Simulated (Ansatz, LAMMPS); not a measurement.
# Structural relaxation of aqueous Ca2+ and HSO4-, 2.3 mol of salt per kg of water, from a frame at 360 K (85 atoms), part 2 of 3

Aim: bring aqueous Ca2+ and HSO4-, 2.3 mol of salt per kg of water, from a frame at 360 K (85 atoms) to a nearby minimum of the energy and see what moves.

Ansatz 0.2.0; Kohn-Sham DFT, PBE+D4, PAW (set soft_2), plane waves.

The cell: 32 O, 2 S, 50 H and 1 Ca. The network of contacts between molecules at the start is that of the classical potential that made the cell. The concentration wasn't checked against solubility and may exceed it. The density was typed from a rule of thumb and may lie off the real one at this temperature. The Brillouin zone is sampled at Γ only, in a cell whose shortest periodic width is 9 Å.

So far. Step 3 (Single point at the start): Neighbours are counted within 1.21 Å (H-O), 1.98 Å (O-S), 2.93 Å (O-Ca).

**4. Relaxation**

The atoms are relaxed in the fixed cell, aiming at the force tolerance of the input.

input.yaml reads:

```yaml
crystal:
  lattice:
    - [9.34568, 0.0, 0.0]
    - [0.0, 9.34568, 0.0]
    - [0.0, 0.0, 9.34568]
  atoms:
    [... the 85 atom lines of step 3 ...]
kpoints:
  mp_grid: { grid: [1, 1, 1] }
hamiltonian:
  xc: pbe
  dispersion: d4
scf:
  occupations: { method: fixed }
output:
  forces: true
relax:
  f_tol: 0.05
  max_steps: 200
```

Started as:

```console
$ ansatz run input.yaml --threads 4 --pin off --max-ram 8192MiB --backend cpu --events-out ev --progress --plain --runs-dir out
```

Numbers of over 12 decimals in the logs are rounded to 6 here.

The log of the run:

```text
[...]
Crystal: 85 atoms, lattice volume = 816.268 Å³
Basis set: ecut = 420 eV, 15895 PW (Γ), exchange–correlation on 128×128×128 points (8 copies of the dense FFT grid, shifted against one another)
Bands: 217, of which v1, the nominal top of the filled ones, is band 132 counted from 1 (131 counted from 0)
Symmetry: 1 space group operations
[...]
k-points: 1
[...]
SCF iter   1: F=—  HF=-22584.964101 eV  |F-HF|=—  |Δ(HF+E_count)|=         —  Δρ=3.36e-3  dr2=1.30e-1  ethr=1.77e-3  ⟨swp⟩=5.0  Hψ=834  notcnv=0  defer=78
[...]
SCF iter   3: F=—  HF=-22584.887829 eV  |F-HF|=—  |Δ(HF+E_count)|=   9.53e-3  Δρ=7.60e-4  dr2=7.42e-3  ethr=1.10e-5  ⟨swp⟩=3.0  Hψ=272  notcnv=0  defer=34
automatic band count: iteration 3 solves 168 bands in place of 217: the levels show a gap, and the empty bands left out lie too high to hold charge; the band table lists the bands solved (type scf.n_extra_bands for more)
SCF iter   4: F=—  HF=-22584.885896 eV  |F-HF|=—  |Δ(HF+E_count)|=   1.93e-3  Δρ=2.73e-4  dr2=6.59e-4  ethr=2.81e-6  ⟨swp⟩=2.0  Hψ=271  notcnv=0  defer=34
[...]
SCF iter   6: F=-22584.885818 eV  HF=-22584.885824 eV  |F-HF|=5.88e-6  |Δ(HF+E_count)|=   5.98e-6  Δρ=4.90e-5  dr2=1.52e-5  ethr=2.37e-8  ⟨swp⟩=3.0  Hψ=630  notcnv=0
SCF 1 converged in 6 iterations: F = -22584.885818 eV  dr2 = 1.52e-5
[...]
relax step   1: F+E_penalty+E_count = -22584.88581848 eV  Δ(F+E_penalty+E_count) = +0.000e0 eV  max|allowed force component| = 3.430e0 eV/Å  Δτ_max = 0.0000 Å  (6 SCF iters, dr2 threshold 6.25e-5 eV, accepted)
[... from here on, the SCF cycles and remarks between the steps are left out ...]
relax step   2: F+E_penalty+E_count = -22587.34764120 eV  Δ(F+E_penalty+E_count) = -2.462e0 eV  max|allowed force component| = 2.104e0 eV/Å  Δτ_max = 0.1949 Å  (7 SCF iters, dr2 threshold 1.00e-4 eV, accepted)
relax step   3: F+E_penalty+E_count = -22588.29367790 eV  Δ(F+E_penalty+E_count) = -9.460e-1 eV  max|allowed force component| = 1.272e0 eV/Å  Δτ_max = 0.1953 Å  (6 SCF iters, dr2 threshold 1.00e-4 eV, accepted)
relax step   4: F+E_penalty+E_count = -22588.80874912 eV  Δ(F+E_penalty+E_count) = -5.151e-1 eV  max|allowed force component| = 1.040e0 eV/Å  Δτ_max = 0.2000 Å  (6 SCF iters, dr2 threshold 1.00e-4 eV, accepted)
relax step   5: F+E_penalty+E_count = -22589.25462459 eV  Δ(F+E_penalty+E_count) = -4.459e-1 eV  max|allowed force component| = 8.659e-1 eV/Å  Δτ_max = 0.1945 Å  (7 SCF iters, dr2 threshold 1.00e-4 eV, accepted)
relax step   6: F+E_penalty+E_count = -22589.43312070 eV  Δ(F+E_penalty+E_count) = -1.785e-1 eV  max|allowed force component| = 6.113e-1 eV/Å  Δτ_max = 0.2000 Å  (6 SCF iters, dr2 threshold 1.00e-4 eV, accepted)
relax step   7: F+E_penalty+E_count = -22589.57246016 eV  Δ(F+E_penalty+E_count) = -1.393e-1 eV  max|allowed force component| = 7.715e-1 eV/Å  Δτ_max = 0.1936 Å  (6 SCF iters, dr2 threshold 1.00e-4 eV, accepted)
relax step   8: F+E_penalty+E_count = -22589.66564305 eV  Δ(F+E_penalty+E_count) = -9.318e-2 eV  max|allowed force component| = 3.184e-1 eV/Å  Δτ_max = 0.2000 Å  (6 SCF iters, dr2 threshold 1.00e-4 eV, accepted)
relax step   9: F+E_penalty+E_count = -22589.71010759 eV  Δ(F+E_penalty+E_count) = -4.446e-2 eV  max|allowed force component| = 7.040e-1 eV/Å  Δτ_max = 0.1962 Å  (7 SCF iters, dr2 threshold 1.73e-5 eV, accepted)
relax step  10: F+E_penalty+E_count = -22589.75180272 eV  Δ(F+E_penalty+E_count) = -4.170e-2 eV  max|allowed force component| = 5.698e-1 eV/Å  Δτ_max = 0.1979 Å  (5 SCF iters, dr2 threshold 8.44e-5 eV, accepted)
relax step  11: F+E_penalty+E_count = -22589.79783387 eV  Δ(F+E_penalty+E_count) = -4.603e-2 eV  max|allowed force component| = 2.845e-1 eV/Å  Δτ_max = 0.1948 Å  (5 SCF iters, dr2 threshold 1.00e-4 eV, accepted)
relax step  12: F+E_penalty+E_count = -22589.84218774 eV  Δ(F+E_penalty+E_count) = -4.435e-2 eV  max|allowed force component| = 2.681e-1 eV/Å  Δτ_max = 0.1940 Å  (6 SCF iters, dr2 threshold 2.02e-5 eV, accepted)
relax step  13: F+E_penalty+E_count = -22589.89324613 eV  Δ(F+E_penalty+E_count) = -5.106e-2 eV  max|allowed force component| = 2.690e-1 eV/Å  Δτ_max = 0.1988 Å  (6 SCF iters, dr2 threshold 1.79e-5 eV, accepted)
relax step  14: F+E_penalty+E_count = -22589.95678983 eV  Δ(F+E_penalty+E_count) = -6.354e-2 eV  max|allowed force component| = 2.676e-1 eV/Å  Δτ_max = 0.1928 Å  (6 SCF iters, dr2 threshold 6.43e-5 eV, accepted)
relax step  15: F+E_penalty+E_count = -22590.02271793 eV  Δ(F+E_penalty+E_count) = -6.593e-2 eV  max|allowed force component| = 2.469e-1 eV/Å  Δτ_max = 0.1941 Å  (6 SCF iters, dr2 threshold 7.09e-5 eV, accepted)
relax step  16: F+E_penalty+E_count = -22590.06904979 eV  Δ(F+E_penalty+E_count) = -4.633e-2 eV  max|allowed force component| = 3.332e-1 eV/Å  Δτ_max = 0.1919 Å  (6 SCF iters, dr2 threshold 5.19e-5 eV, accepted)
relax step  17: F+E_penalty+E_count = -22590.09899649 eV  Δ(F+E_penalty+E_count) = -2.995e-2 eV  max|allowed force component| = 2.193e-1 eV/Å  Δτ_max = 0.0622 Å  (6 SCF iters, dr2 threshold 9.45e-5 eV, accepted)
relax step  18: F+E_penalty+E_count = -22590.12294950 eV  Δ(F+E_penalty+E_count) = -2.395e-2 eV  max|allowed force component| = 2.621e-1 eV/Å  Δτ_max = 0.1145 Å  (7 SCF iters, dr2 threshold 2.08e-5 eV, accepted)
relax step  19: F+E_penalty+E_count = -22590.13629696 eV  Δ(F+E_penalty+E_count) = -1.335e-2 eV  max|allowed force component| = 2.012e-1 eV/Å  Δτ_max = 0.0897 Å  (7 SCF iters, dr2 threshold 2.97e-5 eV, accepted)
relax step  20: F+E_penalty+E_count = -22590.14865634 eV  Δ(F+E_penalty+E_count) = -1.236e-2 eV  max|allowed force component| = 1.765e-1 eV/Å  Δτ_max = 0.0887 Å  (6 SCF iters, dr2 threshold 2.39e-5 eV, accepted)
relax step  21: F+E_penalty+E_count = -22590.15654231 eV  Δ(F+E_penalty+E_count) = -7.886e-3 eV  max|allowed force component| = 1.723e-1 eV/Å  Δτ_max = 0.0592 Å  (6 SCF iters, dr2 threshold 1.84e-5 eV, accepted)
relax step  22: F+E_penalty+E_count = -22590.16170249 eV  Δ(F+E_penalty+E_count) = -5.160e-3 eV  max|allowed force component| = 1.402e-1 eV/Å  Δτ_max = 0.0552 Å  (6 SCF iters, dr2 threshold 2.28e-5 eV, accepted)
relax step  23: F+E_penalty+E_count = -22590.16591189 eV  Δ(F+E_penalty+E_count) = -4.209e-3 eV  max|allowed force component| = 8.903e-2 eV/Å  Δτ_max = 0.0617 Å  (7 SCF iters, dr2 threshold 1.30e-5 eV, accepted)
relax step  24: F+E_penalty+E_count = -22590.16872566 eV  Δ(F+E_penalty+E_count) = -2.814e-3 eV  max|allowed force component| = 1.116e-1 eV/Å  Δτ_max = 0.0485 Å  (7 SCF iters, dr2 threshold 3.20e-6 eV, accepted)
relax step  25: F+E_penalty+E_count = -22590.17199801 eV  Δ(F+E_penalty+E_count) = -3.272e-3 eV  max|allowed force component| = 6.692e-2 eV/Å  Δτ_max = 0.0455 Å  (6 SCF iters, dr2 threshold 5.03e-6 eV, accepted)
relax step  26: F+E_penalty+E_count = -22590.17994169 eV  Δ(F+E_penalty+E_count) = -7.944e-3 eV  max|allowed force component| = 1.457e-1 eV/Å  Δτ_max = 0.1116 Å  (9 SCF iters, accepted)
relax step  27: F+E_penalty+E_count = -22590.19684821 eV  Δ(F+E_penalty+E_count) = -1.691e-2 eV  max|allowed force component| = 3.367e-1 eV/Å  Δτ_max = 0.1939 Å  (7 SCF iters, dr2 threshold 7.63e-6 eV, accepted)
relax step  28: F+E_penalty+E_count = -22590.21503803 eV  Δ(F+E_penalty+E_count) = -1.819e-2 eV  max|allowed force component| = 2.815e-1 eV/Å  Δτ_max = 0.1932 Å  (5 SCF iters, dr2 threshold 1.00e-4 eV, accepted)
relax step  29: F+E_penalty+E_count = -22590.23115736 eV  Δ(F+E_penalty+E_count) = -1.612e-2 eV  max|allowed force component| = 1.008e-1 eV/Å  Δτ_max = 0.2000 Å  (5 SCF iters, dr2 threshold 5.54e-5 eV, accepted)
relax step  30: F+E_penalty+E_count = -22590.23605520 eV  Δ(F+E_penalty+E_count) = -4.898e-3 eV  max|allowed force component| = 3.446e-1 eV/Å  Δτ_max = 0.1468 Å  (9 SCF iters, accepted)
relax step  31: F+E_penalty+E_count = -22590.24109244 eV  Δ(F+E_penalty+E_count) = -5.037e-3 eV  max|allowed force component| = 9.048e-2 eV/Å  Δτ_max = 0.0392 Å  (5 SCF iters, dr2 threshold 1.52e-5 eV, accepted)
relax step  32: F+E_penalty+E_count = -22590.22211723 eV  Δ(F+E_penalty+E_count) = +1.898e-2 eV  max|allowed force component| = 2.803e-1 eV/Å  Δτ_max = 0.2000 Å  (9 SCF iters, rejected (line search))
relax step  33: F+E_penalty+E_count = -22590.24462923 eV  Δ(F+E_penalty+E_count) = -3.537e-3 eV  max|allowed force component| = 5.913e-2 eV/Å  Δτ_max = 0.0815 Å  (9 SCF iters, accepted)
relax step  34: F+E_penalty+E_count = -22590.24546573 eV  Δ(F+E_penalty+E_count) = -8.365e-4 eV  max|allowed force component| = 6.161e-2 eV/Å  Δτ_max = 0.0382 Å  (8 SCF iters, accepted)
relax step  35: F+E_penalty+E_count = -22590.24652606 eV  Δ(F+E_penalty+E_count) = -1.060e-3 eV  max|allowed force component| = 3.948e-2 eV/Å  Δτ_max = 0.0250 Å  (8 SCF iters, accepted)
SCF converged after 8 iterations
Free energy (F): -22590.246526 eV
[...]
Internal energy: -22590.246526 eV  (E = F + TS)
E sigma→0 (E₀):  -22590.246526 eV
Fermi energy:    -1.242181 eV
[...]
--- Forces (eV/Å), atoms counted from 1 ---
  atom   1  O     -0.00142934    -0.01076266    -0.00287361
  atom   2  S      0.00603943     0.02505541    -0.00751851
  atom   3  O      0.00432727    -0.01414162    -0.00086315
  atom   4  O     -0.00369914    -0.00207011     0.00632334
  atom   5  O      0.00263752    -0.00934220     0.00366176
  atom   6  H     -0.00181244     0.00782955     0.01706073
  atom   7  O      0.01115791     0.00696683     0.00845197
  atom   8  S     -0.00429353     0.03948099    -0.03727363
  atom   9  O     -0.00236667    -0.00609111     0.00211750
  atom  10  O      0.00362720    -0.00021276     0.00080092
  atom  11  O     -0.00770295    -0.00186058     0.01501948
  atom  12  H     -0.01022669    -0.00248857     0.00303144
  atom  13  O     -0.00036734    -0.00201934     0.00415297
  atom  14  H     -0.00071704     0.00389054    -0.00195940
[...]
atom  84  H     -0.00212992    -0.00130934    -0.00172326
  atom  85  Ca     0.00221067    -0.02262845     0.02542383
  max |Σ_I F_I| component: 4.05e-5 eV/Å
--- Relaxed structure (35 steps of the walk, 34 accepted, 0 SCFs on fresh bases) ---
  F+E_penalty+E_count = -22590.24652606 eV   max|allowed force component| = 3.948e-2 eV/Å
  atoms:
    - { symbol: O, position: [0.163618, 0.230161, 0.622223] }
    - { symbol: S, position: [0.048005, 0.116002, 0.587295] }
    - { symbol: O, position: [0.079855, 0.062682, 0.443255] }
    - { symbol: O, position: [0.907392, 0.188869, 0.596100] }
[...]
- { symbol: Ca, position: [0.732612, 0.894045, -0.00716405] }
```

It took 5 min on 4 threads of Arm Neoverse N1, shared host; peak memory 0.8 GiB.

Step by step (22 of 35):

| step | energy less that of the first step (eV) | largest force component (eV/Å) |
| --- | --- | --- |
| 1 | 0.0000 | 3.4302 |
| 3 | -3.4079 | 1.2722 |
| 4 | -3.9229 | 1.0399 |
| 6 | -4.5473 | 0.6113 |
| 7 | -4.6866 | 0.7715 |
| 9 | -4.8243 | 0.7040 |
| 11 | -4.9120 | 0.2845 |
| 12 | -4.9564 | 0.2681 |
| 14 | -5.0710 | 0.2676 |
| 16 | -5.1832 | 0.3332 |
| 17 | -5.2132 | 0.2193 |
| 19 | -5.2505 | 0.2012 |
| 20 | -5.2628 | 0.1765 |
| 22 | -5.2759 | 0.1402 |
| 24 | -5.2829 | 0.1116 |
| 25 | -5.2862 | 0.0669 |
| 27 | -5.3110 | 0.3367 |
| 29 | -5.3453 | 0.1008 |
| 30 | -5.3502 | 0.3446 |
| 32 | -5.3363 | 0.2803 |
| 33 | -5.3588 | 0.0591 |
| 35 | -5.3607 | 0.0395 |

Relaxation step 32 was tried and not accepted.

The atoms that moved most (Å):

| atom | dx | dy | dz | length |
| --- | --- | --- | --- | --- |
| H68 | 1.090 | -1.613 | 0.971 | 2.175 |
| H45 | -1.199 | -0.366 | -1.138 | 1.693 |
| H29 | -0.772 | 0.380 | 1.445 | 1.682 |
| O67 | 1.085 | -0.942 | 0.470 | 1.512 |
| O58 | 1.426 | -0.406 | -0.190 | 1.495 |
| H60 | 1.337 | 0.458 | 0.002 | 1.413 |
| O43 | -0.834 | -0.391 | -0.796 | 1.217 |
| H42 | 0.991 | 0.672 | -0.070 | 1.199 |

The relaxation changed the energy by -63.1 meV/atom, and atoms moved by 0.75 Å r.m.s., 2.2 Å at most.

**5. Local order after relaxation**

Bonds before and after, by the cutoffs listed below:

| pair | bonds before | bonds after | mean before (Å) | mean after (Å) | spread before (Å) | spread after (Å) |
| --- | --- | --- | --- | --- | --- | --- |
| H-O | 50 | 50 | 0.999 | 0.992 | 0.007 | 0.023 |
| O-S | 8 | 8 | 1.486 | 1.500 | 0.057 | 0.044 |
| O-Ca | 8 | 7 | 2.457 | 2.422 | 0.048 | 0.066 |

Density 1.36 g/cm³, 9.603 Å³ an atom.

Pair distribution functions g(r), in bins of 0.2 Å:

| r (Å) | total | H-H | H-O | H-S | H-Ca | O-O | O-S |
| --- | --- | --- | --- | --- | --- | --- | --- |
| 0.90 | 3.97 | 0.00 | 8.95 | 0.00 | 0.00 | 0.00 | 0.00 |
| 1.10 | 0.67 | 0.00 | 1.51 | 0.00 | 0.00 | 0.00 | 0.00 |
| 1.30 | 0.05 | 0.00 | 0.12 | 0.00 | 0.00 | 0.00 | 0.00 |
| 1.50 | 1.09 | 2.02 | 0.16 | 0.00 | 0.00 | 0.00 | 18.09 |
| 1.70 | 0.99 | 0.49 | 1.84 | 0.00 | 0.00 | 0.00 | 0.00 |
| 1.90 | 0.43 | 0.08 | 0.90 | 0.00 | 0.00 | 0.00 | 0.00 |
| 2.10 | 0.45 | 1.19 | 0.09 | 0.00 | 0.00 | 0.00 | 0.00 |
| 2.30 | 0.77 | 1.88 | 0.04 | 1.31 | 0.00 | 0.11 | 0.00 |
| 2.50 | 0.65 | 0.88 | 0.06 | 0.98 | 0.98 | 1.57 | 0.00 |
| 2.70 | 0.83 | 0.64 | 0.41 | 1.72 | 0.00 | 2.67 | 0.00 |
| 2.90 | 0.96 | 0.70 | 1.03 | 2.29 | 1.47 | 1.29 | 0.00 |
| 3.10 | 1.31 | 0.78 | 1.94 | 0.32 | 6.80 | 0.59 | 0.00 |
| 3.30 | 1.11 | 0.79 | 1.50 | 0.29 | 0.00 | 1.11 | 0.89 |
| 3.50 | 1.12 | 1.18 | 1.19 | 0.53 | 0.00 | 1.05 | 0.85 |
| 3.70 | 1.07 | 1.21 | 0.97 | 0.97 | 0.00 | 0.93 | 2.99 |
| 3.90 | 1.17 | 1.42 | 1.08 | 1.05 | 0.42 | 1.00 | 1.04 |
| 4.10 | 1.02 | 1.12 | 0.95 | 1.92 | 1.14 | 0.90 | 0.92 |
| 4.30 | 0.93 | 0.87 | 0.93 | 0.89 | 0.35 | 1.06 | 1.10 |
| 4.50 | 0.90 | 0.91 | 0.87 | 1.13 | 0.96 | 0.87 | 1.01 |

Bonds by pair of elements; cutoffs follow the first minimum of g(r), held within bounds set by covalent radii, and pairs that aren't listed don't count as bonded:

| pair A-B | cutoff (Å) | bonds | mean length (Å) | spread (Å) | shortest (Å) | B about A | A about B |
| --- | --- | --- | --- | --- | --- | --- | --- |
| H-O | 1.21 | 50 | 0.992 | 0.023 | 0.971 | 1 | 1.56 |
| O-S | 1.98 | 8 | 1.5 | 0.044 | 1.46 | 0.25 | 4 |
| O-Ca | 2.93 | 7 | 2.42 | 0.066 | 2.34 | 0.219 | 7 |

How many atoms have how many bonded neighbours:

| element | mean | 1 | 2 | 3 | 4 | 7 |
| --- | --- | --- | --- | --- | --- | --- |
| Ca | 7 | 0 | 0 | 0 | 0 | 1 |
| H | 1 | 50 | 0 | 0 | 0 | 0 |
| O | 2.03 | 5 | 21 | 6 | 0 | 0 |
| S | 4 | 0 | 0 | 0 | 2 | 0 |

Bond angles (no mean is given where the spread exceeds 20°):

| angle | count | mean (°) | spread (°) |
| --- | --- | --- | --- |
| H-O-H | 24 | 106 | 2.5 |
| O-Ca-O | 21 | - | - |
| Ca-O-H | 12 | 120 | 11.6 |
| O-S-O | 12 | 109 | 3.1 |
| H-O-S | 2 | 113 | 0.3 |

Hydrogen bonds between water molecules (O–O under 3.5 Å, H–O···O angle under 30°):

| hydrogen bonds to other water | molecules |
| --- | --- |
| 0 | 0 |
| 1 | 3 |
| 2 | 6 |
| 3 | 8 |
| 4 | 6 |
| 5 | 1 |

First shells of the ions:

| ion | count | shell | mean number |
| --- | --- | --- | --- |
| Ca | 1 | water O within 3.2 A | 6 |

Bond length by coordination (bonds to H left out):

| element | coordination | atoms | mean bond length (Å) |
| --- | --- | --- | --- |
| O | 1 | 5 | 1.48 |
| O | 2 | 3 | 1.74 |
| O | 3 | 6 | 2.43 |

Counting bonds as in the table, all Ca atoms have 7, all H atoms have 1, 66 % of O atoms have 2 and all S atoms have 4 bonded neighbours. The H-O-H angle averages 106° with a spread of 2°. The 24 water molecules hold 2.83 hydrogen bonds each to other water on average, with a mean O–O distance of 2.75 Å. Ion shells in this frame: Ca 6.0 (water O within 3.2 Å).

(Part 2 of 3 ends here.)

[Logs are printed without paths, hosts, clocks, repeated set-up lines and the standing remarks that a program may print on its own settings, such as how far it seeks lower states.]

[Hosts, paths, dates, database ids (printed as entryN), source tags and the programs' standing remarks are cut or masked in the printed files.]
